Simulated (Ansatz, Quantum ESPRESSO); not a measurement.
## AlCd in the L11 ordering: electron–phonon coupling with Quantum ESPRESSO

Aim: mode couplings and λ of AlCd in the L11 ordering by double-delta sums in Quantum ESPRESSO. The first relaxation steps of the session are not shown, so no cell shown is the starting entry, unless a step says so.

Calculated with Ansatz 0.2.0 and Quantum ESPRESSO 7.5; DFT PBEsol, scalar-relativistic, plane waves, PAW, in the first sound run; inputs show where later runs differ.

The structure was built from a prototype and need not be the compound's stable phase.

## 1. The cell after earlier relaxation steps

The structure is trigonal, space group R-3m (No. 166). The conventional cell has a = 2.915 Å, b = 2.915 Å, c = 15.502 Å, α = 90.00°, β = 90.00°, γ = 120.00°. Nearest to Al lie 6 Al at 2.92 Å and 6 Cd at 3.08 Å. Nearest to Cd lie 6 Cd at 2.92 Å and 6 Al at 3.08 Å. Farther neighbours are not listed.

## 2. Relaxing tightly for phonons

Phonons are second derivatives about the minimum, so the remaining forces must be small: the thresholds are tightened. Earlier relaxation steps are not shown.

File input.yaml:

```yaml
crystal:
  lattice:
    - [4.3576241442, 2.2962500874, 2.2962500874]
    - [2.2962500874, 4.3576241442, 2.2962500874]
    - [2.2962500874, 2.2962500874, 4.3576241442]
  atoms:
    - { symbol: Al, position: [0.0, 0.0, 0.0] }
    - { symbol: Cd, position: [0.5, 0.5, 0.5] }
kpoints:
  mp_grid: { grid: [12, 12, 12] }
hamiltonian:
  xc: pbesol
scf:
  occupations: { method: methfessel_paxton, width: 0.2 }
output:
  forces: true
  stress: true
  eigenvalues: true
relax:
  adjacent_minimum: "off"
  f_tol: 0.001
  max_steps: 60
  cell: { stress_tol: 0.01 }
```

Command:

```sh
ansatz run input.yaml --threads 4 --pin off --max-ram 8192MiB --backend cpu --events-out ev --progress --plain --runs-dir out
```

Numbers of over 12 decimals in the logs are rounded to 6 here.

Log:

```text
[the first part of the log is left out]
  E_xc         = -215.276884
  E_vxc        = -250.802774  (∫ρ·V_xc dr)
  E_paw        = -4466.630076  (= ΣΔE_a)
  E_vpaw       = -540.235555  (= ΣTr[D̂ρ^β])
  E_aug_tail   = 0.000010  (compensation charges beyond the density's cutoff)
  E_ewald      = -2411.702291
  E_core_change = 0.361099  (= ΣΔE_core)
  E_smearing   = 0.000773  (= −TS)
  E_closure    = -0.000000  (closes the sum)
  Σ components = -8708.409881   (vs F -8708.409881, Δ=0.00e0)
--- Forces (eV/Å), atoms counted from 1 ---
  atom   1  Al     0.00000000    -0.00000000     0.00000000
  atom   2  Cd    -0.00000000     0.00000000    -0.00000000
  max |Σ_I F_I| component: 2.40e-27 eV/Å
--- Stress (GPa, compression-positive) ---
       -0.001883      -0.001355      -0.001355
       -0.001355      -0.001883      -0.001355
       -0.001355      -0.001355      -0.001883
  P = ⅓ Tr σ = -0.0019 GPa (-0.019 kbar)
--- Band table (eV; the first three rows and the last of 189) ---
  k-point 0: bands = ["-91.2915", "-52.3504", "-52.3452", "-52.3452", "1.6806", "1.8160", "2.4245", "2.4245", "3.1616", "3.1616", "7.8303", "8.0973", "23.4512", "23.4512", "23.4594", "24.0265"]
  k-point 1: bands = ["-91.2912", "-52.3498", "-52.3498", "-52.3464", "1.8583", "1.8817", "2.3956", "2.4962", "3.0666", "3.1482", "7.8077", "8.4861", "21.1385", "22.3307", "23.1447", "23.7811"]
  k-point 2: bands = ["-91.2901", "-52.3625", "-52.3497", "-52.3484", "2.0127", "2.1951", "2.5552", "2.6970", "2.8425", "3.1119", "8.0215", "9.3345", "18.2509", "21.1892", "22.0057", "22.2164"]
  k-point 188: bands = ["-91.2915", "-52.3504", "-52.3452", "-52.3452", "1.7819", "2.4245", "2.4245", "2.9675", "3.1632", "3.1632", "3.7016", "14.5847", "15.6825", "23.6332", "23.6332", "23.7599"]
--- Relaxed structure (3 steps of the walk, 3 accepted, 1 SCFs on fresh bases) ---
  F+E_penalty+E_count = -8708.40988068 eV   max|allowed force component| = 1.222e-27 eV/Å   (the final SCF, on the basis selected at the relaxed cell)
  cell:  # Å, volume = 38.0442 Å³
    - [4.357405, 2.295483, 2.295483]
    - [2.295483, 4.357405, 2.295483]
    - [2.295483, 2.295483, 4.357405]
  atoms:
    - { symbol: Al, position: [0, 0, 0] }
    - { symbol: Cd, position: [0.500000, 0.500000, 0.500000] }
```

Elapsed: 5.9 s, on 4 threads of Arm Neoverse V1, shared host; peak memory 0.41 GiB.

Little changed from the start: no atom moved by 0.005 Å and no cell edge by 0.1 %.

Numbers from this step:

- pressure: -0.001883 GPa
- volume per atom: 19.02 Å³
- metallic on mesh: yes
- gap on the k-mesh: 0 eV

The largest force is now zero by symmetry and the largest stress component 0.0019 GPa.

## 3. Ground state with pw.x

ph.x needs a tightly converged ground state on the same k mesh; the cell is that of the step before.

This step: DFT PBEsol, scalar-relativistic, plane waves, GBRV ultrasoft pseudopotentials (Quantum ESPRESSO 7.5).

File pw.in:

```
 &control
    calculation='scf',
    prefix='x',
    outdir='./tmp',
    pseudo_dir='./pseudo',
    tprnfor=.true.,
    tstress=.true.,
 /
 &system
    ibrav=0,
    nat=2,
    ntyp=2,
    ecutwfc=45.0,
    ecutrho=360.0,
    occupations='smearing',
    smearing='fd',
    degauss=0.00734986,
    nbnd=17,
 /
 &electrons
    conv_thr=1.0d-11,
    mixing_beta=0.5,
 /
ATOMIC_SPECIES
 Al     26.9815  Al.upf
 Cd    112.4140  Cd.upf
CELL_PARAMETERS angstrom
     4.357405358    2.295483071    2.295483071
     2.295483071    4.357405358    2.295483071
     2.295483071    2.295483071    4.357405358
ATOMIC_POSITIONS crystal
 Al     0.000000000   0.000000000   0.000000000
 Cd     0.500000000   0.500000000   0.500000000
K_POINTS automatic
 8 8 8 0 0 0
```

Command:

```sh
OMP_NUM_THREADS=1 mpirun -n 4 pw.x -nk 4 -in pw.in > pw.x.log
```

Log:

```text
Program PWSCF v.7.5

     This program is part of the open-source Quantum ESPRESSO suite
     for quantum simulation of materials; please cite
         "P. Giannozzi et al., J. Phys.:Condens. Matter 21 395502 (2009);
         "P. Giannozzi et al., J. Phys.:Condens. Matter 29 465901 (2017);
         "P. Giannozzi et al., J. Chem. Phys. 152 154105 (2020);
     in publications or presentations arising from this work. More details at

     Message from routine setup:
     using ibrav=0 with symmetry is DISCOURAGED, use correct ibrav instead

     G-vector sticks info
     --------------------
     sticks:   dense  smooth     PW     G-vecs:    dense   smooth      PW
     Sum        1555     777    267                29633    10499    2095

     Using Slab Decomposition

     bravais-lattice index     =            0
     lattice parameter (alat)  =      10.2683  a.u.
     unit-cell volume          =     256.7351 (a.u.)^3
     number of atoms/cell      =            2
     number of atomic types    =            2
     number of electrons       =        15.00
     number of Kohn-Sham states=           17
     kinetic-energy cutoff     =      45.0000  Ry
     charge density cutoff     =     360.0000  Ry
     scf convergence threshold =      1.0E-11
     mixing beta               =       0.5000
     number of iterations used =            8  plain     mixing
     Exchange-correlation= SLA  PW   PSX  PSC
                           (   1   4  10   8   0   0   0)

     celldm(1)=  10.268269  celldm(2)=   0.000000  celldm(3)=   0.000000
     celldm(4)=   0.000000  celldm(5)=   0.000000  celldm(6)=   0.000000

     crystal axes: (cart. coord. in units of alat)
               a(1) = (   0.801917   0.422450   0.422450 )
               a(2) = (   0.422450   0.801917   0.422450 )
               a(3) = (   0.422450   0.422450   0.801917 )

     reciprocal axes: (cart. coord. in units 2 pi/alat)
               b(1) = (  1.959261 -0.676015 -0.676015 )
               b(2) = ( -0.676015  1.959261 -0.676015 )
               b(3) = ( -0.676015 -0.676015  1.959261 )

     PseudoPot. # 1 for Al read from file:
     ./pseudo/Al.upf
     Pseudo is Ultrasoft + core correction, Zval =  3.0
     Using radial grid of  893 points,  3 beta functions with:
                l(1) =   0
                l(2) =   1
                l(3) =   2
     Q(r) pseudized with  8 coefficients,  rinner =    0.900   0.900   0.900
                                                       0.900   0.900

     PseudoPot. # 2 for Cd read from file:
     ./pseudo/Cd.upf
     Pseudo is Ultrasoft + core correction, Zval = 12.0
     Using radial grid of  889 points,  6 beta functions with:
                l(1) =   0
                l(2) =   0
                l(3) =   1
                l(4) =   1
                l(5) =   2
                l(6) =   2
     Q(r) pseudized with  6 coefficients,  rinner =    1.000   1.000   1.000
                                                       1.000   1.000

     atomic species   valence    mass     pseudopotential
     Al                3.00    26.98150     Al( 1.00)
     Cd               12.00   112.41400     Cd( 1.00)

     12 Sym. Ops., with inversion, found

   Cartesian axes

     site n.     atom                  positions (alat units)
         1        Al     tau(   1) = (   0.0000000   0.0000000   0.0000000  )
         2        Cd     tau(   2) = (   0.8234090   0.8234090   0.8234090  )

     number of k points=    65  Fermi-Dirac smearing, width (Ry)=  0.0073
                       cart. coord. in units 2pi/alat
        k(    1) = (   0.0000000   0.0000000   0.0000000), wk =   0.0039062
        k(    2) = (  -0.0845018  -0.0845018   0.2449076), wk =   0.0234375
        k(    3) = (  -0.1690037  -0.1690037   0.4898153), wk =   0.0234375
        k(    4) = (  -0.2535055  -0.2535055   0.7347229), wk =   0.0234375
        k(    5) = (   0.3380074   0.3380074  -0.9796306), wk =   0.0117188
        k(    6) = (  -0.1690037   0.1604058   0.1604058), wk =   0.0234375
        k(    7) = (  -0.2535055   0.0759040   0.4053134), wk =   0.0468750
        k(    8) = (  -0.3380074  -0.0085979   0.6502211), wk =   0.0468750
        k(    9) = (   0.2535055   0.5829150  -1.0641324), wk =   0.0468750
        k(   10) = (   0.1690037   0.4984132  -0.8192248), wk =   0.0468750
        k(   11) = (   0.0845018   0.4139113  -0.5743171), wk =   0.0468750
        k(   12) = (   0.0000000   0.3294095  -0.3294095), wk =   0.0234375
        k(   13) = (  -0.3380074   0.3208116   0.3208116), wk =   0.0234375
        k(   14) = (  -0.4225092   0.2363098   0.5657192), wk =   0.0468750
        k(   15) = (   0.1690037   0.8278227  -1.1486343), wk =   0.0468750
        k(   16) = (   0.0845018   0.7433208  -0.9037266), wk =   0.0468750
[...]
k(   58) = (   0.9968264  -0.9796306  -0.3208116), wk =   0.0234375
        k(   59) = (   0.9968264  -0.6502211  -0.6502211), wk =   0.0234375
        k(   60) = (   0.2277119   0.2277119   0.2277119), wk =   0.0078125
        k(   61) = (   0.8192248   0.8192248  -1.4866416), wk =   0.0234375
        k(   62) = (   0.7347229   0.7347229  -1.2417340), wk =   0.0234375
        k(   63) = (   1.4107377  -0.8951287  -0.8951287), wk =   0.0234375
        k(   64) = (   1.3262358  -0.9796306  -0.6502211), wk =   0.0234375
        k(   65) = (  -0.3036158  -0.3036158  -0.3036158), wk =   0.0039062

     Dense  grid:    29633 G-vectors     FFT dimensions: (  64,  64,  64)

     Smooth grid:    10499 G-vectors     FFT dimensions: (  45,  45,  45)

     Initial potential from superposition of free atoms

     starting charge      14.4976, renormalised to      15.0000

     negative rho (up, down):  2.202E-02 0.000E+00
     Starting wfcs are   13 randomized atomic wfcs +    4 random wfcs

     per-process dynamical memory:    43.3 Mb

     Self-consistent Calculation

     iteration #  1     ecut=    45.00 Ry     beta= 0.50
     Davidson diagonalization with overlap
     ethr =  1.00E-02,  avg # of iterations =  6.1

     negative rho (up, down):  2.102E-02 0.000E+00

     total energy              =    -121.04528250 Ry
     estimated scf accuracy    <       0.22163241 Ry

     iteration #  2     ecut=    45.00 Ry     beta= 0.50
     Davidson diagonalization with overlap
     ethr =  1.48E-03,  avg # of iterations =  2.0

     negative rho (up, down):  2.153E-02 0.000E+00

     total energy              =    -121.11738774 Ry
     estimated scf accuracy    <       0.08844899 Ry

     iteration #  3     ecut=    45.00 Ry     beta= 0.50
     Davidson diagonalization with overlap
[...]
0.2893   0.7219   0.8984   1.3323   1.4050   1.7249   6.8197   8.7914
    13.7426  17.6057  18.5281  19.5714  21.5411  22.4182  22.8765  24.2228
    26.2055

          k =-0.2535-0.2535 0.7347 (  1307 PWs)   bands (ev):

     0.0609   0.5692   1.1098   1.3343   1.7700   3.7399   8.2400   9.6464
    11.4480  13.8274  17.7040  18.0088  18.9025  19.8869  23.5174  23.9102
    27.6793

          k = 0.3380 0.3380-0.9796 (  1300 PWs)   bands (ev):

    -0.0377   0.4537   1.2631   1.3058   1.9629   6.1248   6.8026  10.0922
    11.1651  13.7409  15.1034  17.4426  18.3846  19.2715  23.4899  24.5183
    26.7696

          k =-0.1690 0.1604 0.1604 (  1289 PWs)   bands (ev):

     0.2855   0.3366   0.7424   0.9310   1.3055   1.4753   5.6771   7.6674
    18.0866  19.7789  20.6585  21.4024  21.7762  24.5895  24.8284  24.8705
    25.2496

          k =-0.2535 0.0759 0.4053 (  1303 PWs)   bands (ev):

     0.5102   0.5911   0.8402   1.0738   1.4065   1.5595   5.9978   8.9713
    15.9249  16.2664  19.1850  20.3173  21.4546  23.5180  23.9307  24.5451
    26.9728

          k =-0.3380-0.0086 0.6502 (  1308 PWs)   bands (ev):

     0.3452   0.6869   0.9204   1.2897   1.4186   3.1202   7.0967  10.8313
    12.0775  14.9924  16.3651  17.6380  19.9636  21.6722  23.1599  26.4601
    26.6148

          k = 0.2535 0.5829-1.0641 (  1310 PWs)   bands (ev):

[...]
26.6694

          k = 0.1690 0.4984-0.8192 (  1309 PWs)   bands (ev):

[...]
26.6949

          k = 0.0845 0.4139-0.5743 (  1304 PWs)   bands (ev):

[...]
25.8484

          k = 0.0000 0.3294-0.3294 (  1302 PWs)   bands (ev):

[...]
25.6922

          k =-0.3380 0.3208 0.3208 (  1303 PWs)   bands (ev):

[...]
26.4658

          k =-0.4225 0.2363 0.5657 (  1311 PWs)   bands (ev):

[...]
25.5634

          k = 0.1690 0.8278-1.1486 (  1312 PWs)   bands (ev):

[...]
26.2823

          k = 0.0845 0.7433-0.9037 (  1314 PWs)   bands (ev):

[...]
27.1270

          k = 0.0000 0.6588-0.6588 (  1310 PWs)   bands (ev):

[...]
k =-0.5070 0.4812 0.4812 (  1312 PWs)   bands (ev):

[...]
k = 0.0845 1.0727-1.2331 (  1313 PWs)   bands (ev):

[...]
k = 0.0000 0.9882-0.9882 (  1304 PWs)   bands (ev):

[...]
k = 0.6760-0.6416-0.6416 (  1326 PWs)   bands (ev):

[...]
k = 0.0759 0.0759 0.0759 (  1290 PWs)   bands (ev):

[...]
k =-0.0086-0.0086 0.3208 (  1300 PWs)   bands (ev):

[...]
k =-0.0931-0.0931 0.5657 (  1298 PWs)   bands (ev):

[...]
k = 0.4984 0.4984-1.1486 (  1310 PWs)   bands (ev):

[...]
k = 0.4139 0.4139-0.9037 (  1303 PWs)   bands (ev):

[...]
k = 0.3294 0.3294-0.6588 (  1310 PWs)   bands (ev):

[...]
k = 0.2449 0.2449-0.4139 (  1304 PWs)   bands (ev):

[...]
k =-0.0931 0.2363 0.2363 (  1300 PWs)   bands (ev):

[...]
k =-0.1776 0.1518 0.4812 (  1301 PWs)   bands (ev):

[...]
k = 0.4139 0.7433-1.2331 (  1309 PWs)   bands (ev):

[...]
k = 0.3294 0.6588-0.9882 (  1313 PWs)   bands (ev):

[...]
k =-0.2621 0.3967 0.3967 (  1303 PWs)   bands (ev):

[...]
k = 0.9209-0.7261-0.7261 (  1320 PWs)   bands (ev):

[...]
k = 0.8364-0.8106-0.4812 (  1316 PWs)   bands (ev):

[...]
k = 0.7519-0.8951-0.2363 (  1314 PWs)   bands (ev):

[...]
k = 0.6674-0.9796 0.0086 (  1310 PWs)   bands (ev):

[...]
k = 0.7519-0.5657-0.5657 (  1320 PWs)   bands (ev):

[...]
k = 0.6674-0.6502-0.3208 (  1313 PWs)   bands (ev):

[...]
k = 0.5829-0.4053-0.4053 (  1310 PWs)   bands (ev):

[...]
k = 0.1518 0.1518 0.1518 (  1293 PWs)   bands (ev):

[...]
k = 0.0673 0.0673 0.3967 (  1301 PWs)   bands (ev):

[...]
k = 0.6588 0.6588-1.3176 (  1300 PWs)   bands (ev):

[...]
k = 0.5743 0.5743-1.0727 (  1314 PWs)   bands (ev):

[...]
k = 0.4898 0.4898-0.8278 (  1319 PWs)   bands (ev):

[...]
k =-0.0172 0.3122 0.3122 (  1301 PWs)   bands (ev):

[...]
k = 0.5743 0.9037-1.4021 (  1302 PWs)   bands (ev):

[...]
k = 0.4898 0.8192-1.1572 (  1314 PWs)   bands (ev):

[...]
k = 0.4053 0.7347-0.9123 (  1314 PWs)   bands (ev):

[...]
k = 1.1658-0.8106-0.8106 (  1304 PWs)   bands (ev):

[...]
k = 1.0813-0.8951-0.5657 (  1307 PWs)   bands (ev):

[...]
k = 0.9968-0.9796-0.3208 (  1320 PWs)   bands (ev):

[...]
26.9031

          k = 0.9968-0.6502-0.6502 (  1321 PWs)   bands (ev):

[...]
25.3800

          k = 0.2277 0.2277 0.2277 (  1308 PWs)   bands (ev):

[...]
25.9428

          k = 0.8192 0.8192-1.4866 (  1297 PWs)   bands (ev):

[...]
26.3745

          k = 0.7347 0.7347-1.2417 (  1301 PWs)   bands (ev):

     0.2881   0.7300   0.9175   1.3321   1.4071   2.9003   3.5623  13.4279
    14.2790  15.5253  18.1655  18.6307  19.9683  21.5702  22.6848  24.8970
    26.9469

          k = 1.4107-0.8951-0.8951 (  1297 PWs)   bands (ev):

     0.3007   0.7134   0.9309   0.9977   1.4766   1.8403   2.4216  12.9854
    14.5953  17.9906  19.6820  21.4470  22.3056  24.6612  24.7821  25.0887
    27.0726

          k = 1.3262-0.9796-0.6502 (  1294 PWs)   bands (ev):

     0.5478   0.5882   0.8171   1.2150   1.4085   2.6796   3.0370  14.1640
    14.6616  15.8342  16.3332  20.1853  21.2776  23.4636  23.7832  23.9356
    25.1479

          k =-0.3036-0.3036-0.3036 (  1322 PWs)   bands (ev):

     0.1198   0.7731   0.7731   1.1895   1.5057   1.5057   1.9872  12.8773
    13.9891  21.8822  21.8822  21.9638  21.9638  23.4941  25.7925  25.7925
    26.0597

     the Fermi energy is    10.2075 ev

!    total energy              =    -121.13420698 Ry
     estimated scf accuracy    <          3.6E-12 Ry
     smearing contrib. (-TS)   =      -0.00155677 Ry
     internal energy E=F+TS    =    -121.13265021 Ry

     The total energy is F=E-TS. E is the sum of the following terms:
     one-electron contribution =     -38.96215700 Ry
     hartree contribution      =      32.72745997 Ry
     xc contribution           =     -43.27191459 Ry
     ewald contribution        =     -71.62603858 Ry

     convergence has been achieved in   9 iterations

     negative rho (up, down):  2.200E-02 0.000E+00

     Forces acting on atoms (cartesian axes, Ry/au):

     atom    1 type  1   force =    -0.00000000    0.00000000   -0.00000000
     atom    2 type  2   force =     0.00000000    0.00000000    0.00000000

     Total force =     0.000000     Total SCF correction =     0.000000

     Computing stress (Cartesian axis) and pressure

     negative rho (up, down):  2.200E-02 0.000E+00
          total   stress  (Ry/bohr**3)                   (kbar)     P=        3.09
   0.00002097   0.00002247   0.00002247            3.09        3.30        3.30
   0.00002247   0.00002097   0.00002247            3.30        3.09        3.30
   0.00002247   0.00002247   0.00002097            3.30        3.30        3.09

     Writing all to output data dir ./tmp/x.save/ :
     XML data file, charge density, pseudopotentials, collected wavefunctions

   JOB DONE.
```

It took 19 s on 4 MPI ranks; 77 s of CPU time.

Numbers from this step:

```yaml
pressure: 0.309 GPa
```

With these potentials, mesh and smearing the cell is at 0.31 GPa.

(Part 1 of 5 ends here.)

[Logs are printed without paths, hosts, clocks, repeated set-up lines and the standing remarks that a program may print on its own settings, such as how far it seeks lower states.]

[Hosts, paths, dates, database ids (printed as entryN), source tags and the programs' standing remarks are cut or masked in the printed files.]
